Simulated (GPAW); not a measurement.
Entries from a set of simulations; values are calculated unless marked as measured.

**A GW chain in GPAW: BN (P6_3mc)**

It takes space group P6_3mc (No. 186, hexagonal). Conventional cell: a = 2.536 Å, b = 2.536 Å, c = 4.199 Å, α = 90.00°, β = 90.00°, γ = 120.00°. Nearest to B lie 4 N at 1.56 to 1.57 Å. N has 4 B at 1.56 to 1.57 Å nearest. Farther neighbours, and contacts between anions beyond the nearest, are not listed.

```xyz
4
Lattice="2.5360 0.0000 0.0000 -1.2680 2.1962 0.0000 0.0000 0.0000 4.1990" Properties=species:S:1:pos:R:3 pbc="T T T"
B     1.2680    0.7321    0.0000
B     0.0000    1.4642    2.0995
N     1.2680    0.7321    1.5746
N     0.0000    1.4642    3.6741
```

| Quantity | Value |
| --- | --- |
| method | DFT, PBE, plane waves, PAW (and 1 further level or step) |
| program | GPAW 26.7.0 |
| settings | cutoff 600 eV, GPAW PAW setups 1.2.1 data release, 6×6×4 k-mesh, nbands 47 |
| cost | 4 runs, 33 s in all on 4 MPI ranks of Arm Neoverse V2, shared host |
| notes | The database entry behind the starting cell has ideal inner coordinates that were not refined. The cell and positions come from the Crystallography Open Database and are kept as given unless a step says otherwise. This is not the form that BN usually takes at ambient conditions. The 6×6×4 mesh is coarse for this cell, which bears on the long-range parts of exchange and screening. |
| PBE gap | 5.18 eV, indirect |
| G0W0 gap on the mesh | 6.38 eV |
| GW settings | 6×6×4 mesh, 37 bands, screening to 80 eV, Godby-Needs plasmon pole |
| known limits | short of the basis limit; coarse k mesh |

G0W0 moves the gap on the mesh from 5.18 eV to 6.38 eV (+1.20 eV), with Z of 0.83 and 0.86 at the edges. The dearest step here is «screening and self-energy».

[Long decimals in the printed logs are rounded to 6 places.]

[Logs are printed without paths, hosts, clocks, repeated set-up lines and the standing remarks that a program may print on its own settings, such as how far it seeks lower states.]

[Paths, hosts, dates, memory and timing lines, banners, echoed tables and standing remarks are left out of the program output; an Ansatz launch command may be rebuilt from the run's recorded settings. Measured values are a selection of at most five: reports struck by readers or far from the other reports are left out. None is set beside runs whose start may be inverted or whose files or cutoffs have a known fault.]

[Runs of the session that timed out or met a known fault of the program may be left out.]

[Hosts, paths, dates, database ids (printed as entryN), source tags and the programs' standing remarks are cut or masked in the printed files.]

[Where the starting crystal was built by hand or by swapping elements, it need not be the compound's stable phase.]
